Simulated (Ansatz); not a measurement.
# CaMg2H5: relaxing a made-up structure

Starting from a made-up structure for CaMg2H5, the aim is the relaxed cell, its shortest contacts and, where a second run follows, its electronic structure.

Main program and level: Ansatz 0.2.0; DFT, PBE, plane-wave PAW, files of the set soft_1, scalar-relativistic, no spin, cell and ions relaxed at zero pressure; PAW set soft_1, in the first sound run; inputs show where later runs differ.

## 1. The starting structure

Symmetry: P4/mmm, No. 123, tetragonal system. Conventional cell: a = 3.691 Å, b = 3.691 Å, c = 7.596 Å, α = 90.00°, β = 90.00°, γ = 90.00°. Nearest to Ca lie 12 H at 2.48 to 2.61 Å. Mg has 5 H at 1.94 to 2.27 Å nearest. Nearest to H lie 2 Mg at 1.94 Å and 2 H at 2.48 Å and 2 Ca at 2.48 Å. Nearest to H lie 2 Mg at 2.27 Å and 8 H at 2.48 Å and 4 Ca at 2.61 Å. Farther neighbours are not listed.

## 2. Relaxing cell and atoms

The guess takes its coordinates from another compound and its volume from a rule, so the cell and any free coordinates are relaxed together.

The input, input.yaml:

```yaml
crystal:
  lattice:
    - [3.691, 0.0, 0.0]
    - [0.0, 3.691, 0.0]
    - [0.0, 0.0, 7.596]
  atoms:
    - { symbol: Ca, position: [0.0, 0.0, 0.0] }
    - { symbol: Mg, position: [0.5, 0.5, 0.7017] }
    - { symbol: Mg, position: [0.5, 0.5, 0.2983] }
    - { symbol: H, position: [0.5, 0.0, 0.7811] }
    - { symbol: H, position: [0.5, 0.0, 0.2189] }
    - { symbol: H, position: [0.0, 0.5, 0.7811] }
    - { symbol: H, position: [0.0, 0.5, 0.2189] }
    - { symbol: H, position: [0.5, 0.5, 0.0] }
kpoints:
  mp_grid: { grid: [7, 7, 4] }
scf:
  occupations: { method: fermi_dirac, width: 0.05 }
hamiltonian:
  xc: pbe
  pseudopotentials: { kind: paw, azcp: { folder: soft_1 } }
relax:
  f_tol: 0.015
  max_steps: 70
  cell: {}
output:
  forces: true
  stress: true
```

Run with:

```sh
$ ansatz run input.yaml --threads 4 --pin off --max-ram 10240MiB --backend cpu --events-out ev --progress --plain --runs-dir out
```

Numbers of over 12 decimals in the logs are rounded to 6 here.

The log of the run:

```text
Engine: ansatz 0.2.0, aarch64-unknown-linux-gnu
Pseudopotentials: kind: paw
Pseudopotential: Ca, paw, valence charge 10, recommended cutoff 420 eV (normal), soft_1/Ca.paw.azcp
Pseudopotential: Mg, paw, valence charge 10, recommended cutoff 420 eV (normal), soft_1/Mg.paw.azcp
Pseudopotential: H, paw, valence charge 1, recommended cutoff 420 eV (normal), soft_1/H.paw.azcp
Functional definition: PBE
  parameter kappa = 0.804
  parameter beta = 0.066725
  exchange = pbe_x(kappa = kappa, mu = beta*pi^2/3)
  correlation = pbe_c(beta = beta)
Crystal: 8 atoms, lattice volume = 103.484 Å³
Basis set: ecut = 420 eV, 2049 PW (Γ), exchange–correlation on 50×50×108 points (8 copies of the dense FFT grid, shifted against one another)
Bands: 26, of which v1, the nominal top of the filled ones, is band 18 counted from 1 (17 counted from 0)
Symmetry: 16 space group operations
Space group: P4/mmm (ITA 123), of the structure as read, at distance tolerance 4.7e-5 Å
k-points: 30 of 196
Non-local potential: Ca, projectors of the file, l = 0: 3, l = 1: 2, l = 2: 2
Non-local potential: Mg, projectors of the file, l = 0: 3, l = 1: 2, l = 2: 1
Non-local potential: H, projectors of the file, l = 0: 2, l = 1: 1
PAW form: soft (Blöchl's): semilocal exchange-correlation on the pseudo side does not see the compensation charge
PAW one-centre angular grid: Ca, 110 points (default); XC on 64 Gauss nodes
PAW one-centre angular grid: Mg, 110 points (default); XC on 64 Gauss nodes
PAW one-centre angular grid: H, 110 points (default); XC on 64 Gauss nodes
Initial density: superposition of atomic densities (chi_scale 0.1, normalization cell, long waves kept (reshape's long-wave potential 0.11 eV rms))
Initial wavefunctions: pseudopotential atomic-orbital guess
Functional: x = pbe(κ = 0.804, μ = 0.219515), c = pbe(β = 0.066725)
SCF iter   1: F=—  HF=-5747.478845 eV  |F-HF|=—  |Δ(HF+E_count)|=         —  Δρ=6.35e-2  dr2=7.70e0  ethr=3.10e-3  ⟨swp⟩=8.6  Hψ=4774  notcnv=0  defer=1
preconditioner: auto → Kerker (q_TF=auto, 2.277 Å⁻¹)  [metal: Δε(μ)=0.090 eV  Ē_g=8.050 eV  σ=0.050 eV  W_gap=0.38  n_scr=16 (ndim 8)  ℏωp=12.1 eV  f_vac=0.008  D(μ)=2.52/eV (n_scr^D=16)]
SCF iter   2: F=—  HF=-5746.260692 eV  |F-HF|=—  |Δ(HF+E_count)|=    1.22e0  Δρ=3.59e-2  dr2=3.43e0  ethr=3.10e-3  ⟨swp⟩=2.1  Hψ=1240  notcnv=0  defer=55
SCF iter   3: F=—  HF=-5745.355520 eV  |F-HF|=—  |Δ(HF+E_count)|=   9.05e-1  Δρ=9.08e-3  dr2=4.46e-1  ethr=3.10e-3  ⟨swp⟩=2.8  Hψ=1307  notcnv=0  defer=54
SCF iter   4: F=—  HF=-5745.276719 eV  |F-HF|=—  |Δ(HF+E_count)|=   7.88e-2  Δρ=3.89e-3  dr2=9.83e-2  ethr=1.27e-3  ⟨swp⟩=2.4  Hψ=1149  notcnv=0  defer=56
SCF iter   5: F=—  HF=-5745.257655 eV  |F-HF|=—  |Δ(HF+E_count)|=   1.91e-2  Δρ=1.88e-3  dr2=6.80e-3  ethr=2.81e-4  ⟨swp⟩=2.8  Hψ=1085  notcnv=0  defer=58
SCF iter   6: F=—  HF=-5745.259235 eV  |F-HF|=—  |Δ(HF+E_count)|=   1.58e-3  Δρ=6.27e-4  dr2=1.95e-3  ethr=1.94e-5  ⟨swp⟩=2.1  Hψ=1112  notcnv=0  defer=57
SCF iter   7: F=—  HF=-5745.259295 eV  |F-HF|=—  |Δ(HF+E_count)|=   6.01e-5  Δρ=2.20e-4  dr2=1.01e-4  ethr=5.57e-6  ⟨swp⟩=2.0  Hψ=897  notcnv=0  defer=57
SCF iter   8: F=—  HF=-5745.259329 eV  |F-HF|=—  |Δ(HF+E_count)|=   3.40e-5  Δρ=7.79e-5  dr2=2.13e-5  ethr=2.87e-7  ⟨swp⟩=2.1  Hψ=914  notcnv=0  defer=57
SCF iter   9: F=—  HF=-5745.259151 eV  |F-HF|=—  |Δ(HF+E_count)|=   1.78e-4  Δρ=2.60e-5  dr2=1.84e-6  ethr=6.09e-8  ⟨swp⟩=2.0  Hψ=895  notcnv=0  defer=57
SCF iter  10: F=-5745.259152 eV  HF=-5745.259152 eV  |F-HF|=6.70e-8  |Δ(HF+E_count)|=   6.95e-7  Δρ=6.58e-6  dr2=6.90e-8  ethr=2.86e-10  ⟨swp⟩=3.2  Hψ=2864  notcnv=0
SCF 1 converged in 10 iterations: F = -5745.259152 eV  dr2 = 6.90e-8
  greatest PAW one-centre occupation: 1.000 electrons in one spin orbital (limit 2), on the Mg atom at site 2 (counted from 0), in its partial waves of l = 0
relax step   1: F+E_penalty+E_count = -5745.25915216 eV  Δ(F+E_penalty+E_count) = +0.000e0 eV  max|allowed force component| = 5.757e-1 eV/Å  Δτ_max = 0.0000 Å  P = -1.908 GPa  Ω = 103.484 Å³  (10 SCF iters, dr2 threshold 1.00e-7 eV, accepted)
Crystal: 8 atoms, lattice volume = 101.396 Å³
Basis set: ecut = 420 eV, 1979 PW (Γ), exchange–correlation on 50×50×108 points (8 copies of the dense FFT grid, shifted against one another)
Initial density: handed on by an earlier stage of this run
Initial wavefunctions: those handed on with the density
iter 1 solved again at ethr=8.26e-4 eV; its pass at ethr=3.10e-3 eV (dr2=2.89e-1 eV) is discarded
SCF iter   1: F=—  HF=-5745.417650 eV  |F-HF|=—  |Δ(HF+E_count)|=         —  Δρ=1.88e-2  dr2=2.89e-1  ethr=8.26e-4  ⟨swp⟩=1.1  Hψ=4425  notcnv=0
preconditioner: auto → LDOS  [metal: Δε(μ)=0.053 eV  Ē_g=8.122 eV  σ=0.050 eV  W_gap=0.25  n_scr=16 (ndim 8)  ℏωp=12.2 eV  f_vac=0.055  D(μ)=0.74/eV (n_scr^D=2)  β→1.0]
SCF iter   2: F=—  HF=-5745.396901 eV  |F-HF|=—  |Δ(HF+E_count)|=   2.07e-2  Δρ=3.87e-3  dr2=5.90e-2  ethr=8.26e-4  ⟨swp⟩=2.9  Hψ=1330  notcnv=0  defer=2
SCF iter   3: F=—  HF=-5745.380918 eV  |F-HF|=—  |Δ(HF+E_count)|=   1.60e-2  Δρ=1.00e-3  dr2=1.77e-3  ethr=1.69e-4  ⟨swp⟩=2.2  Hψ=1265  notcnv=0  defer=48
SCF iter   4: F=—  HF=-5745.380700 eV  |F-HF|=—  |Δ(HF+E_count)|=   2.18e-4  Δρ=2.92e-4  dr2=1.28e-4  ethr=5.06e-6  ⟨swp⟩=2.0  Hψ=1191  notcnv=0  defer=52
SCF iter   5: F=—  HF=-5745.380604 eV  |F-HF|=—  |Δ(HF+E_count)|=   9.63e-5  Δρ=1.47e-4  dr2=2.62e-5  ethr=3.66e-7  ⟨swp⟩=2.0  Hψ=1017  notcnv=0  defer=53
SCF iter   6: F=—  HF=-5745.380602 eV  |F-HF|=—  |Δ(HF+E_count)|=   1.81e-6  Δρ=2.62e-5  dr2=1.30e-6  ethr=7.50e-8  ⟨swp⟩=2.0  Hψ=1021  notcnv=0  defer=53
SCF iter   7: F=-5745.380602 eV  HF=-5745.380602 eV  |F-HF|=6.93e-9  |Δ(HF+E_count)|=   3.96e-7  Δρ=4.59e-6  dr2=3.39e-8  ethr=2.29e-9  ⟨swp⟩=4.3  Hψ=2490  notcnv=0
SCF 2 converged in 7 iterations: F = -5745.380602 eV  dr2 = 3.39e-8
relax step   2: F+E_penalty+E_count = -5745.38060215 eV  Δ(F+E_penalty+E_count) = -1.214e-1 eV  max|allowed force component| = 3.543e-1 eV/Å  Δτ_max = 0.1997 Å  P = +0.908 GPa  Ω = 101.396 Å³  energy of the carried Pulay correction = +9.586e-4 eV  (7 SCF iters, dr2 threshold 8.00e-7 eV, accepted)
Crystal: 8 atoms, lattice volume = 102.533 Å³
Basis set: ecut = 420 eV, 1995 PW (Γ), exchange–correlation on 50×50×108 points (8 copies of the dense FFT grid, shifted against one another)
iter 1 solved again at ethr=5.03e-5 eV; its pass at ethr=3.10e-3 eV (dr2=1.76e-2 eV) is discarded
SCF iter   1: F=—  HF=-5745.407913 eV  |F-HF|=—  |Δ(HF+E_count)|=         —  Δρ=4.83e-3  dr2=1.81e-2  ethr=5.03e-5  ⟨swp⟩=2.0  Hψ=4155  notcnv=0
preconditioner: auto → LDOS  [metal: Δε(μ)=0.069 eV  Ē_g=7.992 eV  σ=0.050 eV  W_gap=0.31  n_scr=16 (ndim 8)  ℏωp=12.2 eV  f_vac=0.023  D(μ)=0.82/eV (n_scr^D=2)  β→1.0]
SCF iter   2: F=—  HF=-5745.406615 eV  |F-HF|=—  |Δ(HF+E_count)|=   1.30e-3  Δρ=9.39e-4  dr2=3.30e-3  ethr=5.03e-5  ⟨swp⟩=2.0  Hψ=1195  notcnv=0
SCF iter   3: F=—  HF=-5745.405734 eV  |F-HF|=—  |Δ(HF+E_count)|=   8.81e-4  Δρ=2.30e-4  dr2=9.28e-5  ethr=9.42e-6  ⟨swp⟩=2.0  Hψ=1134  notcnv=0
SCF iter   4: F=—  HF=-5745.405671 eV  |F-HF|=—  |Δ(HF+E_count)|=   6.32e-5  Δρ=5.16e-5  dr2=3.00e-6  ethr=2.65e-7  ⟨swp⟩=2.0  Hψ=1023  notcnv=0
SCF iter   5: F=-5745.405671 eV  HF=-5745.405671 eV  |F-HF|=7.39e-8  |Δ(HF+E_count)|=   2.02e-7  Δρ=1.87e-5  dr2=5.06e-7  ethr=2.29e-9  ⟨swp⟩=4.3  Hψ=2260  notcnv=0
SCF 3 converged in 5 iterations: F = -5745.405671 eV  dr2 = 5.06e-7
relax step   3: F+E_penalty+E_count = -5745.40567095 eV  Δ(F+E_penalty+E_count) = -2.507e-2 eV  max|allowed force component| = 9.467e-2 eV/Å  Δτ_max = 0.0529 Å  P = -0.241 GPa  Ω = 102.533 Å³  energy of the carried Pulay correction = +4.342e-4 eV  (5 SCF iters, dr2 threshold 8.00e-7 eV, accepted)
Crystal: 8 atoms, lattice volume = 101.832 Å³
Basis set: ecut = 420 eV, 1971 PW (Γ), exchange–correlation on 50×50×108 points (8 copies of the dense FFT grid, shifted against one another)
iter 1 solved again at ethr=4.50e-6 eV; its pass at ethr=3.10e-3 eV (dr2=1.57e-3 eV) is discarded
SCF iter   1: F=—  HF=-5745.414969 eV  |F-HF|=—  |Δ(HF+E_count)|=         —  Δρ=1.66e-3  dr2=1.52e-3  ethr=4.50e-6  ⟨swp⟩=2.0  Hψ=4316  notcnv=0
preconditioner: auto → LDOS  [metal: Δε(μ)=0.069 eV  Ē_g=8.008 eV  σ=0.050 eV  W_gap=0.32  n_scr=16 (ndim 8)  ℏωp=12.2 eV  f_vac=0.022  D(μ)=0.83/eV (n_scr^D=2)  β→1.0]
SCF iter   2: F=—  HF=-5745.415100 eV  |F-HF|=—  |Δ(HF+E_count)|=   1.31e-4  Δρ=2.23e-4  dr2=4.11e-5  ethr=4.35e-6  ⟨swp⟩=2.0  Hψ=1173  notcnv=0
SCF iter   3: F=—  HF=-5745.415042 eV  |F-HF|=—  |Δ(HF+E_count)|=   5.76e-5  Δρ=4.99e-5  dr2=3.51e-6  ethr=1.17e-7  ⟨swp⟩=2.0  Hψ=1262  notcnv=0
SCF iter   4: F=-5745.415041 eV  HF=-5745.415041 eV  |F-HF|=3.59e-7  |Δ(HF+E_count)|=   1.21e-6  Δρ=2.10e-5  dr2=3.40e-7  ethr=2.29e-9  ⟨swp⟩=4.8  Hψ=2544  notcnv=0
SCF 4 converged in 4 iterations: F = -5745.415041 eV  dr2 = 3.40e-7
relax step   4: F+E_penalty+E_count = -5745.41504065 eV  Δ(F+E_penalty+E_count) = -9.370e-3 eV  max|allowed force component| = 8.571e-3 eV/Å  Δτ_max = 0.0254 Å  P = -0.210 GPa  Ω = 101.832 Å³  energy of the carried Pulay correction = +7.569e-4 eV  (4 SCF iters, dr2 threshold 8.00e-7 eV, accepted)
Crystal: 8 atoms, lattice volume = 101.585 Å³
Basis set: ecut = 420 eV, 1959 PW (Γ), exchange–correlation on 50×50×108 points (8 copies of the dense FFT grid, shifted against one another)
iter 1 solved again at ethr=3.14e-6 eV; its pass at ethr=3.10e-3 eV (dr2=1.10e-3 eV) is discarded
SCF iter   1: F=—  HF=-5745.420144 eV  |F-HF|=—  |Δ(HF+E_count)|=         —  Δρ=9.56e-4  dr2=1.07e-3  ethr=3.14e-6  ⟨swp⟩=2.1  Hψ=4242  notcnv=0
preconditioner: auto → LDOS  [metal: Δε(μ)=0.053 eV  Ē_g=8.023 eV  σ=0.050 eV  W_gap=0.26  n_scr=16 (ndim 8)  ℏωp=12.2 eV  f_vac=0.023  D(μ)=0.89/eV (n_scr^D=2)  β→1.0]
SCF iter   2: F=—  HF=-5745.420096 eV  |F-HF|=—  |Δ(HF+E_count)|=   4.76e-5  Δρ=2.94e-4  dr2=2.39e-4  ethr=3.05e-6  ⟨swp⟩=2.0  Hψ=949  notcnv=0
SCF iter   3: F=—  HF=-5745.419985 eV  |F-HF|=—  |Δ(HF+E_count)|=   1.11e-4  Δρ=8.21e-5  dr2=1.04e-5  ethr=6.84e-7  ⟨swp⟩=2.0  Hψ=1009  notcnv=0
SCF iter   4: F=—  HF=-5745.419986 eV  |F-HF|=—  |Δ(HF+E_count)|=   4.16e-7  Δρ=2.87e-5  dr2=9.68e-7  ethr=2.97e-8  ⟨swp⟩=2.0  Hψ=1072  notcnv=0
SCF iter   5: F=-5745.419986 eV  HF=-5745.419986 eV  |F-HF|=2.87e-8  |Δ(HF+E_count)|=   9.88e-8  Δρ=7.57e-6  dr2=1.04e-7  ethr=2.24e-9  ⟨swp⟩=4.0  Hψ=2226  notcnv=0
SCF 5 converged in 5 iterations: F = -5745.419986 eV  dr2 = 1.04e-7
relax step   5: F+E_penalty+E_count = -5745.41998591 eV  Δ(F+E_penalty+E_count) = -4.945e-3 eV  max|allowed force component| = 3.478e-2 eV/Å  Δτ_max = 0.0041 Å  P = -0.045 GPa  Ω = 101.585 Å³  energy of the carried Pulay correction = +8.708e-4 eV  (5 SCF iters, dr2 threshold 7.82e-7 eV, accepted)
Crystal: 8 atoms, lattice volume = 101.370 Å³
iter 1 solved again at ethr=2.29e-6 eV; its pass at ethr=3.10e-3 eV (dr2=8.02e-4 eV) is discarded
SCF iter   1: F=—  HF=-5745.421006 eV  |F-HF|=—  |Δ(HF+E_count)|=         —  Δρ=7.03e-4  dr2=8.08e-4  ethr=2.29e-6  ⟨swp⟩=2.4  Hψ=3994  notcnv=0
preconditioner: auto → LDOS  [metal: Δε(μ)=0.051 eV  Ē_g=8.022 eV  σ=0.050 eV  W_gap=0.25  n_scr=16 (ndim 8)  ℏωp=12.2 eV  f_vac=0.020  D(μ)=0.90/eV (n_scr^D=2)  β→1.0]
SCF iter   2: F=—  HF=-5745.420927 eV  |F-HF|=—  |Δ(HF+E_count)|=   7.93e-5  Δρ=2.28e-4  dr2=1.38e-4  ethr=2.29e-6  ⟨swp⟩=2.0  Hψ=949  notcnv=0
SCF iter   3: F=—  HF=-5745.420887 eV  |F-HF|=—  |Δ(HF+E_count)|=   3.96e-5  Δρ=5.51e-5  dr2=7.68e-6  ethr=3.93e-7  ⟨swp⟩=2.0  Hψ=1016  notcnv=0
SCF iter   4: F=—  HF=-5745.420817 eV  |F-HF|=—  |Δ(HF+E_count)|=   7.00e-5  Δρ=2.12e-5  dr2=6.83e-7  ethr=2.19e-8  ⟨swp⟩=2.0  Hψ=1171  notcnv=0
SCF iter   5: F=-5745.420817 eV  HF=-5745.420817 eV  |F-HF|=3.99e-9  |Δ(HF+E_count)|=   1.62e-7  Δρ=5.30e-6  dr2=5.16e-8  ethr=2.16e-10  ⟨swp⟩=4.9  Hψ=2531  notcnv=0
SCF 6 converged in 5 iterations: F = -5745.420817 eV  dr2 = 5.16e-8
relax step   6: F+E_penalty+E_count = -5745.42081680 eV  Δ(F+E_penalty+E_count) = -8.309e-4 eV  max|allowed force component| = 6.961e-3 eV/Å  Δτ_max = 0.0069 Å  P = -0.019 GPa  Ω = 101.370 Å³  energy of the carried Pulay correction = +9.704e-4 eV  (5 SCF iters, dr2 threshold 7.56e-8 eV, accepted)
Basis set: ecut = 420 eV, 1959 PW (Γ), exchange–correlation on 48×48×108 points (8 copies of the dense FFT grid, shifted against one another)
Initial wavefunctions: pseudopotential atomic-orbital guess (no wavefunctions were taken with the density)
iter 1 solved again at ethr=1.12e-6 eV; its pass at ethr=3.10e-3 eV (dr2=3.92e-4 eV) is discarded
SCF iter   1: F=—  HF=-5745.419155 eV  |F-HF|=—  |Δ(HF+E_count)|=         —  Δρ=3.32e-4  dr2=3.66e-6  ethr=1.12e-6  ⟨swp⟩=3.0  Hψ=6399  notcnv=0
preconditioner: auto → LDOS  [metal: Δε(μ)=0.057 eV  Ē_g=8.023 eV  σ=0.050 eV  W_gap=0.28  n_scr=16 (ndim 8)  ℏωp=12.2 eV  f_vac=0.020  D(μ)=0.90/eV (n_scr^D=2)  β→1.0]
SCF iter   2: F=—  HF=-5745.420884 eV  |F-HF|=—  |Δ(HF+E_count)|=   1.73e-3  Δρ=9.51e-6  dr2=1.59e-7  ethr=1.05e-8  ⟨swp⟩=2.2  Hψ=1278  notcnv=0
SCF iter   3: F=—  HF=-5745.420884 eV  |F-HF|=—  |Δ(HF+E_count)|=   5.22e-8  Δρ=3.58e-6  dr2=1.92e-8  ethr=4.54e-10  ⟨swp⟩=2.0  Hψ=1248  notcnv=0
SCF iter   4: F=—  HF=-5745.420884 eV  |F-HF|=—  |Δ(HF+E_count)|=   7.72e-9  Δρ=1.96e-6  dr2=4.44e-9  ethr=5.49e-11  ⟨swp⟩=2.0  Hψ=1270  notcnv=0
SCF iter   5: F=—  HF=-5745.420884 eV  |F-HF|=—  |Δ(HF+E_count)|=   1.01e-9  Δρ=4.72e-7  dr2=3.46e-10  ethr=1.27e-11  ⟨swp⟩=2.0  Hψ=1303  notcnv=0
SCF iter   6: F=-5745.420884 eV  HF=-5745.420884 eV  |F-HF|=3.64e-11  |Δ(HF+E_count)|=  1.06e-10  Δρ=1.33e-7  dr2=4.75e-11  ethr=1.00e-12  ⟨swp⟩=4.6  Hψ=2484  notcnv=0
SCF 7 converged in 6 iterations: F = -5745.420884 eV  dr2 = 4.75e-11
relax step   7: F+E_penalty+E_count = -5745.42088393 eV  Δ(F+E_penalty+E_count) = -6.713e-5 eV  max|allowed force component| = 7.182e-3 eV/Å  Δτ_max = 0.0000 Å  P = -0.019 GPa  Ω = 101.370 Å³  stress off target by 4.19e-2 GPa  SCF on the basis re-selected at this cell (its energy is not comparable with the rows above)  (6 SCF iters)
basis re-selected at this cell: Δ(F+E_penalty+E_count) = -6.713e-5 eV, ΔP = -0.000 GPa vs the last step (what re-selecting the basis moved, of the pressure what is left beyond the Pulay correction that the steps carried, after the strain that the cell walked since its last selection, with what the two solves' SCF thresholds leave and, on support functions, any second-order correction that the steps lacked; it is no measure of the basis error at this ecutwfc). The dense FFT grid was sized anew with the basis: this SCF ran on 24×24×54 points, the steps before it on 25×25×54, so part of this shift can come from that change (see relax.cell in the input reference). [rest of the remark cut]
SCF converged after 6 iterations
Free energy (F): -5745.420884 eV
Harris-Foulkes:  -5745.420884 eV  (|F-HF|=3.64e-11)
Internal energy: -5745.413151 eV  (E = F + TS)
E sigma→0 (E₀):  -5745.417017 eV
Entropy (-TS):   -0.007733 eV (-0.967 meV/atom)
Fermi energy:    4.567716 eV
--- Per-component energies (eV) ---
  E_band       = -918.131487
  E_kinetic    = 463.926589
  E_local      = -4735.653966  (includes V_loc(G=0)·N_el)
  E_nonlocal   = 482.034339
  E_hartree    = 1660.707120
  E_xc         = -226.843827
  E_vxc        = -286.598140  (∫ρ·V_xc dr)
  E_paw        = -1470.405020  (= ΣΔE_a)
  E_vpaw       = -163.249032  (= ΣTr[D̂ρ^β])
  E_aug_tail   = -0.005340  (compensation charges beyond the density's cutoff)
  E_ewald      = -1919.173046
  E_smearing   = -0.007733  (= −TS)
  E_closure    = 0.000000  (closes the sum)
  Σ components = -5745.420884   (vs F -5745.420884, Δ=0.00e0)
--- Forces (eV/Å), atoms counted from 1 ---
  atom   1  Ca    -0.00000000     0.00000000     0.00000000
  atom   2  Mg     0.00000000     0.00000000     0.00718208
  atom   3  Mg     0.00000000    -0.00000000    -0.00718208
  atom   4  H      0.00000000     0.00000000    -0.00676307
  atom   5  H      0.00000000    -0.00000000     0.00676307
  atom   6  H      0.00000000    -0.00000000    -0.00676307
  atom   7  H      0.00000000     0.00000000     0.00676307
  atom   8  H     -0.00000000    -0.00000000     0.00000000
  max |Σ_I F_I| component: 2.60e-18 eV/Å
--- Stress (GPa, compression-positive) ---
       -0.041868      -0.000000      -0.000000
       -0.000000      -0.041868       0.000000
       -0.000000       0.000000       0.025660
  P = ⅓ Tr σ = -0.0194 GPa (-0.194 kbar)
--- Relaxed structure (6 steps of the walk, 6 accepted, 1 SCFs on fresh bases) ---
  F+E_penalty+E_count = -5745.42088393 eV   max|allowed force component| = 7.182e-3 eV/Å   (the final SCF, on the basis selected at the relaxed cell)
  cell:  # Å, volume = 101.3703 Å³
    - [3.567255, 0, 0.0]
    - [0, 3.567255, 0.0]
    - [0.0, 0.0, 7.966035]
  atoms:
    - { symbol: Ca, position: [0, 0, 0] }
    - { symbol: Mg, position: [0.5, 0.500000, 0.716297] }
    - { symbol: Mg, position: [0.5, 0.500000, 0.283703] }
    - { symbol: H, position: [0.5, 0, 0.796574] }
    - { symbol: H, position: [0.5, 0, 0.203426] }
    - { symbol: H, position: [0, 0.500000, 0.796574] }
    - { symbol: H, position: [0, 0.500000, 0.203426] }
    - { symbol: H, position: [0.5, 0.500000, 0] }
```

Wall time 5.7 s (4 threads of Arm Neoverse V2, shared host); peak memory 0.41 GiB; 21 s of CPU time.

Step by step:

```tsv
step	energy less that of the first step (eV)	largest force component (eV/Å)	pressure (GPa)	volume (Å³)
1	0.0000	0.5757	-1.91	103.48
2	-0.1215	0.3543	0.91	101.40
3	-0.1465	0.0947	-0.24	102.53
4	-0.1559	0.0086	-0.21	101.83
5	-0.1608	0.0348	-0.04	101.59
6	-0.1617	0.0070	-0.02	101.37
7*	-0.1617	0.0072	-0.02	101.37
```

Relaxation steps marked * repeat the geometry before them on a plane-wave basis chosen anew for their cell, so energy and pressure can jump there.

Forces are held to the 16 operations that the run works with; a distortion that breaks them can't arise in this run.

```tsv
conventional cell, symmetrised	before	after	change
a (Å)	3.691	3.567	-3.4 %
b (Å)	3.691	3.567	-3.4 %
c (Å)	7.596	7.966	+4.9 %
volume (Å³/atom)	12.94	12.67	-2.0 %
```

The atoms that moved most (Å, as changes of fractional coordinates times the final cell):

```tsv
atom	dx	dy	dz	length
H4	0.000	0.000	0.123	0.123
H6	0.000	0.000	0.123	0.123
H5	0.000	0.000	-0.123	0.123
H7	0.000	0.000	-0.123	0.123
Mg3	0.000	0.000	-0.116	0.116
Mg2	0.000	0.000	0.116	0.116
```

This step gave:

```yaml
free_energy: -5745.4209 eV
energy_at_zero_smearing: -5745.4170 eV
smearing_term_ts: 0.007733 eV
fermi_energy: 4.568 eV
electrons: 35
symmetry_operations: 16
pressure: -0.01936 GPa
```

The shortest distance of each pair, which need not be the same contact before and after:

```tsv
pair	guess (Å)	relaxed (Å)
H–Mg	1.942	1.895
Ca–H	2.484	2.410
H–H	2.484	2.410
Ca–Mg	3.456	3.387
Mg–Mg	3.064	3.446
```

The relaxation ends with a largest force component of 0.0072 eV/Å and a pressure of -0.02 GPa.

(Continued in part 2 of 2.)

[Logs are printed without paths, hosts, clocks, repeated set-up lines and the standing remarks that a program may print on its own settings, such as how far it seeks lower states.]

[Hosts, paths, dates, database ids (printed as entryN), source tags and the programs' standing remarks are cut or masked in the printed files.]
